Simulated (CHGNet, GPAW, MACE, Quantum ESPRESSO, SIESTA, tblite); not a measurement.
# Random packing of P45S55 (at. %) (78 atoms): one structure in several programs

Aim: run random packing of P45S55 (at. %) (78 atoms) in several programs and set results and cost side by side. A plane-wave run serves as the reference.

Main program and level: Quantum ESPRESSO 7.5; Kohn-Sham DFT, PBE, SSSP efficiency 1.3.0 pseudopotentials, plane waves.

### 1. Starting point

The cell holds 78 atoms: 35 P and 43 S. Cell: a = 12.566 Å, b = 12.566 Å, c = 12.566 Å, α = 90.0°, β = 90.0°, γ = 90.0°. 78 atoms (35 P, 43 S) packed at random in a cube at 2.06 g/cm³ and pushed apart as soft spheres; a start for melting by ab initio MD, not an equilibrated structure. Then every atom was moved at random, 0.02 Å r.m.s. a Cartesian component.

### 2. The reference run

Contents of pw.in:

```
&control
  calculation = 'scf'
  pseudo_dir = './pseudo'
  outdir = './tmp'
  disk_io = 'none'
  tprnfor = .true.
  tstress = .true.
/
&system
  ibrav = 0
  nat = 78
  ntyp = 2
  ecutwfc = 45
  ecutrho = 360
  nosym = .true.
  occupations = 'smearing'
  smearing = 'fd'
  degauss = 0.003675
/
&electrons
  conv_thr = 3.9e-07
  electron_maxstep = 100
  mixing_beta = 0.4
  mixing_mode = 'plain'
  diagonalization = 'david'
/
ATOMIC_SPECIES
P 30.974 P.upf
S 32.060 S.upf
CELL_PARAMETERS angstrom
12.56590 0.00000 0.00000
0.00000 12.56590 0.00000
0.00000 0.00000 12.56590
ATOMIC_POSITIONS crystal
P 0.71931 0.40756 0.93544
P 0.94526 0.47719 0.85237
P 0.20656 0.12827 0.72252
P 0.14501 0.85225 0.53767
P 0.39671 0.81995 0.56671
P 0.14203 0.79931 0.12132
P 0.57496 0.25893 0.95407
P 0.96103 0.16514 0.63477
P 0.76783 0.08398 0.59930
P 0.40421 0.53433 0.70908
P 0.05422 0.01361 0.01212
P 0.28672 0.65340 0.16232
[... 62 atom lines left out ...]
S 0.72907 0.11746 0.28196
S 0.15672 0.27679 0.55300
S 0.43896 0.79086 0.23114
S 0.41628 0.83382 0.76762
K_POINTS gamma
```

Launch:

```bash
OMP_NUM_THREADS=1 mpirun -np 4 pw.x -in pw.in > output.txt
```

Log:

```text
Program PWSCF
     gamma-point specific algorithms are used
     one sub-group per band group will be used
     scalapack distributed-memory algorithm (size of sub-group:  2*  2 procs)
     Parallelization info
     sticks:   dense  smooth     PW     G-vecs:    dense   smooth      PW
     Min        4042    2020    505               386173   136503   17058
     Max        4044    2023    508               386176   136506   17064
     Sum       16173    8085   2025              1544699   546017   68243
     bravais-lattice index     =            0
     lattice parameter (alat)  =      23.7461  a.u.
     unit-cell volume          =   13389.9020 (a.u.)^3
     number of atoms/cell      =           78
     number of atomic types    =            2
     number of electrons       =       433.00
[... lines left out ...]
     scf convergence threshold =      3.9E-07
[... lines left out ...]
     number of k points=     1  Fermi-Dirac smearing, width (Ry)=  0.0037
[... lines left out ...]
     total energy              =   -1519.31544834 Ry
[... lines left out ...]
     total energy              =   -1516.75667532 Ry
[... lines left out ...]
     total energy              =   -1520.67487928 Ry
[... lines left out ...]
     total energy              =   -1521.81297722 Ry
[... lines left out ...]
     total energy              =   -1521.81297726 Ry
[... lines left out ...]
   -11.5679 -11.1671 -11.0158 -10.8277 -10.6675 -10.5527 -10.3882 -10.2828
   -10.2349 -10.0349  -9.7807  -9.7529  -9.6917  -9.5896  -9.5133  -9.4172
    -9.3615  -9.3164  -9.2436  -9.1451  -9.0262  -9.0025  -8.8113  -8.5770
[...]
4.3811   4.4079   4.4631   4.5019   4.5785   4.5916   4.6626   4.6709
     4.6776   4.7442   4.7578   4.8076   4.8744   4.8949   4.9326   4.9474
     4.9527   4.9967   5.0460   5.0669
     the Fermi energy is     3.6470 ev
!    total energy              =   -1521.81297713 Ry
     estimated scf accuracy    <       0.00000020 Ry
     smearing contrib. (-TS)   =      -0.04061450 Ry
     internal energy E=F+TS    =   -1521.77236263 Ry
     The total energy is F=E-TS. E is the sum of the following terms:
     one-electron contribution =     -93.70354547 Ry
     hartree contribution      =     217.02965234 Ry
     xc contribution           =    -500.04518696 Ry
     ewald contribution        =   -1145.05328254 Ry
     convergence has been achieved in  38 iterations
     Forces acting on atoms (cartesian axes, Ry/au):
     atom    1 type  1   force =    -0.01612416   -0.02030512    0.02561136
     atom    2 type  1   force =     0.04947397   -0.01041598    0.02683505
     atom    3 type  1   force =     0.03088113   -0.04446765    0.04284158
[...]
atom   77 type  2   force =     0.05162629    0.01083477   -0.05818279
     atom   78 type  2   force =    -0.02241405   -0.00581476   -0.09585027
     Total force =     0.536133     Total SCF correction =     0.000927
     Computing stress (Cartesian axis) and pressure
          total   stress  (Ry/bohr**3)                   (kbar)     P=      -97.57
  -0.00068261  -0.00004936  -0.00003424         -100.41       -7.26       -5.04
  -0.00004936  -0.00063812  -0.00000705           -7.26      -93.87       -1.04
  -0.00003424  -0.00000705  -0.00066900           -5.04       -1.04      -98.41
     Message from routine punch:
     Nothing written, as per user request (disk_io='none')
```

Wall time 9.5 min (4 MPI ranks of Arm Neoverse V2, shared host); peak memory 5 GiB; 38 min of CPU time.

Banners, paths, timers and routine set-up lines are dropped from the logs unmarked, and long logs keep their key lines alone; longer cuts are marked.

Numbers from this run:

* r.m.s. force component: 0.9011 eV/Å
* longest force: 2.535 eV/Å
* pressure: -9.756 GPa

### 3. The other programs

The programs:
- CHGNet: machine-learned potential, published weights.
- GPAW 26.7.0: PAW with atomic orbitals (LCAO), plane waves or a real-space grid of spacing h.
- MACE: machine-learned potential, published weights.
- SIESTA 5.4.2: numerical atomic orbitals, whose automatically made sets are far from complete, with PseudoDojo norm-conserving potentials that we converted to its format (checked against plane waves on the same files for H, C, O, Si, Ge and Ca alone); labels give functional, basis size, energy shift and mesh cutoff.
- tblite 0.8.0: extended tight binding, driven from Python.

All use the same cell and atoms; the electronic-structure runs use the same k-mesh, and an electronic temperature of 580 K (0.05 eV) where levels are smeared.

Differences are against the plane-wave reference, forces as r.m.s. over components; share is that over the reference's r.m.s. force, slope the least-squares factor from reference forces to these. Total energies of different programs have different zeros and aren't compared.

| run | Δ force, r.m.s. (meV/Å) | share (%) | slope | Δ pressure (GPa) | cores | CPU time | memory (GiB) |
| --- | --- | --- | --- | --- | --- | --- | --- |
| reference | - | - | - | - | 4 | 38 min | 5.0 |
| CHGNet r2SCAN potential | 521 | 57.9 | 1.026 | -0.179 | 1 | 3 s | 0.64 |
| GPAW PBE, LCAO dzp, h 0.2 Å | 108 | 12.0 | 0.925 | - | 1 | 2.7 min | 1.4 |
| GPAW PBE, LCAO dzp, h 0.2 Å, other mixer settings | 109 | 12.1 | 0.925 | - | 1 | 3.8 min | 1.3 |
| GPAW PBE, LCAO dzp, h 0.28 Å (coarse) | 116 | 12.9 | 0.922 | - | 1 | 97 s | 0.58 |
| GPAW PBE, LCAO szp(dzp), h 0.2 Å (coarse) | 296 | 32.9 | 0.778 | - | 1 | 2.1 min | 1.4 |
| GPAW PBE, grid h 0.2 Å | 25.4 | 2.82 | 0.997 | - | 4 | 28 min | 3.5 |
| MACE MP-0b2 small potential | 457 | 50.7 | 0.784 | 3.53 | 1 | 5.9 s | 0.67 |
| MACE MP-0b3 medium potential | 311 | 34.5 | 0.943 | 0.558 | 1 | 7.3 s | 0.84 |
| SIESTA PBE, DZ, shift 0.01 Ry, mesh 300 Ry (coarse) | 758 | 84.1 | 0.430 | 5.04 | 1 | 2.5 min | 0.82 |
| SIESTA PBE, DZP, shift 0.01 Ry, mesh 300 Ry | 132 | 14.6 | 0.897 | -1.03 | 2 | 5.1 min | 1.5 |
| SIESTA PBE, DZP, shift 0.04 Ry, mesh 300 Ry (coarse) | 268 | 29.7 | 1.113 | -14.1 | 1 | 3.2 min | 0.91 |
| SIESTA PBE, SZP, shift 0.01 Ry, mesh 300 Ry (coarse) | 358 | 39.7 | 0.722 | -0.348 | 1 | 4.4 min | 1.1 |
| SIESTA optB88-vdW, PBE potentials, DZP, shift 0.01 Ry, mesh 300 Ry | 257 | 28.5 | 0.785 | -0.354 | 2 | 24 min | 2.5 |
| tblite GFN1-xTB | 571 | 63.3 | 1.467 | -11.6 | 1 | 9.5 s | 0.16 |
| tblite GFN2-xTB | 334 | 37.0 | 1.249 | -3.16 | 1 | 13 s | 0.16 |

Rows marked coarse were listed beforehand as settings not expected to be converged; some can still land near the reference.

Times of the machine-learned potentials are mostly Python's start and the loading of weights.

CPU time is summed over cores on a shared host, where runs went side by side, so it is rough. Symmetry, cutoffs, thresholds, outputs and thread counts weren't matched or tuned between programs; memory under MPI is the largest rank's times the ranks.

Mean charges by element (e), by run and scheme:

| run | scheme | P | S |
| --- | --- | --- | --- |
| SIESTA PBE, DZP, shift 0.01 Ry, mesh 300 Ry | Hirshfeld | +0.04 | -0.03 |
| SIESTA optB88-vdW, PBE potentials, DZP, shift 0.01 Ry, mesh 300 Ry | Hirshfeld | +0.04 | -0.03 |
| tblite GFN1-xTB | Mulliken | +0.10 | -0.08 |
| tblite GFN2-xTB | Mulliken | +0.12 | -0.10 |

Within one program, basis, potentials and functional, energies share a zero. Each run against its twin at the usual cutoff or grid and solver:

| run | twin | Δ energy (meV/atom) | Δ force, r.m.s. (meV/Å) | CPU time over the twin's |
| --- | --- | --- | --- | --- |
| GPAW PBE, LCAO dzp, h 0.2 Å, other mixer settings | LCAO dzp, h 0.2 Å | 0 | 3.02 | 1.4 |
| GPAW PBE, LCAO dzp, h 0.28 Å | LCAO dzp, h 0.2 Å | 212 | 41.9 | 0.60 |

A second geometry, displaced anew (every atom was moved at random, 0.04 Å r.m.s. a Cartesian component), gives an energy difference that all programs can be tested on. The reference puts it at -3.268 meV/atom.

| run | energy less the first geometry's (meV/atom) | error (meV/atom) | force share at the second geometry (%) |
| --- | --- | --- | --- |
| tblite GFN2-xTB | -7.538 | -4.27 | 38.1 |
| MACE MP-0b3 medium potential | -2.688 | 0.580 | 36.4 |
| MACE MP-0b2 small potential | -1.401 | 1.87 | 51.9 |
| CHGNet r2SCAN potential | -10.98 | -7.71 | 60.3 |
| GPAW PBE, LCAO dzp, h 0.2 Å | -1.754 | 1.51 | 13.3 |
| SIESTA PBE, DZP, shift 0.01 Ry, mesh 300 Ry | -1.475 | 1.79 | 15.3 |
| GPAW PBE, LCAO dzp, h 0.28 Å | -1.977 | 1.29 | 13.4 |
| GPAW PBE, LCAO szp(dzp), h 0.2 Å | -0.4694 | 2.80 | 35.5 |
| GPAW PBE, LCAO dzp, h 0.2 Å, other mixer settings | -1.754 | 1.51 | 13.5 |
| GPAW PBE, grid h 0.2 Å | -3.169 | 0.0986 | 3.17 |
| SIESTA PBE, DZ, shift 0.01 Ry, mesh 300 Ry | 4.088 | 7.36 | 88.3 |
| SIESTA PBE, SZP, shift 0.01 Ry, mesh 300 Ry | 0.3848 | 3.65 | 42.4 |
| SIESTA optB88-vdW, PBE potentials, DZP, shift 0.01 Ry, mesh 300 Ry | -0.0756 | 3.19 | 29.4 |
| SIESTA PBE, DZP, shift 0.04 Ry, mesh 300 Ry | -3.791 | -0.524 | 30.5 |

### 4. Outcome

```
reference r.m.s. force component                       : 0.901 eV/Å
nearest in forces                                      : GPAW PBE, grid h 0.2 Å, 2.8 %
farthest in forces                                     : SIESTA PBE, DZ, shift 0.01 Ry, mesh 300 Ry (coarse), 84 %
cheapest electronic-structure run beside the reference : tblite GFN1-xTB, 9.5 s of CPU time
```

What this shows: PBE on plane waves or a grid with other potentials, cutoffs or grids, coarse settings apart, differs from the reference by 2.8 % (GPAW PBE, grid h 0.2 Å) of the r.m.s. force; this holds the reference's own error, so differences of a few per cent don't tell which side is nearer the exact PBE result. The PBE runs in local orbitals, coarse settings apart, differ by 12 % (GPAW PBE, LCAO dzp, h 0.2 Å) to 15 % (SIESTA PBE, DZP, shift 0.01 Ry, mesh 300 Ry); basis, grid and potentials can all enter. Tight binding differs by 37 % (tblite GFN2-xTB) to 63 % (tblite GFN1-xTB); it is another model, with fitted parameters of its own, and the xTB methods hold dispersion. Machine-learned potentials differ by 35 % (MACE MP-0b3 medium potential) to 58 % (CHGNet r2SCAN potential); they were trained on other programs' data, some at another functional. Among those trained on PBE data the slope goes as low as 0.78, with a correlation of 0.86, so directions differ as well as sizes. Rows with another functional or a dispersion term differ by 29 % (SIESTA optB88-vdW, PBE potentials, DZP, shift 0.01 Ry, mesh 300 Ry), which mixes the change of model with differences of basis and potentials, some of them made for another functional. Runs with settings chosen to be coarse differ by 13 % (GPAW PBE, LCAO dzp, h 0.28 Å) to 84 % (SIESTA PBE, DZ, shift 0.01 Ry, mesh 300 Ry), their programs' other errors included. Of the electronic-structure runs that take under half the reference's CPU time, GPAW PBE, LCAO dzp, h 0.2 Å is among the nearest, at 12 % in 2.7 min against 38 min. SIESTA PBE, DZP, shift 0.04 Ry, mesh 300 Ry stiffens the forces by a factor of 1.11 while following their directions (correlation 0.971). In pressure, SIESTA PBE, DZP, shift 0.04 Ry, mesh 300 Ry misses by -14.1 GPa, at the same functional. Charges hang on model, scheme and program or settings: among these rows the mean for P runs from +0.04 to +0.12 e. The energy difference between the two geometries, -3.27 meV/atom in the reference, is met best by GPAW PBE, grid h 0.2 Å (+0.0986) and worst by CHGNet r2SCAN potential (-7.71). In the reference: levels near the Fermi energy are neither full nor empty under the smearing, so no gap is quoted. Periodic xTB results under one method name differ between programs and library versions. The reference's pressure holds the uncorrected Pulay stress of its 45 Ry basis, so small pressure differences, and their order, may be the reference's own error. The electron count is odd in these runs, and they have no spin polarisation, so the unpaired electron is spread evenly over both spins. Machine-learned potentials mimic data converged in k, so the reference's own k-point error enters their differences. The reference's pressure of -9.8 GPa belongs to a cell and atoms that aren't relaxed at this level. The electronic-structure runs sample only Γ, in a cell whose shortest periodic width is 13 Å, which is coarse for a cell with partly filled levels.

[Also dropped from logs without a mark: logging warnings of Python, and SIESTA's first energy breakdown and zero terms.]

[Logs are printed without paths, hosts, clocks, repeated set-up lines and the standing remarks that a program may print on its own settings, such as how far it seeks lower states.]

[Hosts, paths, dates, database ids (printed as entryN), source tags and the programs' standing remarks are cut or masked in the printed files.]
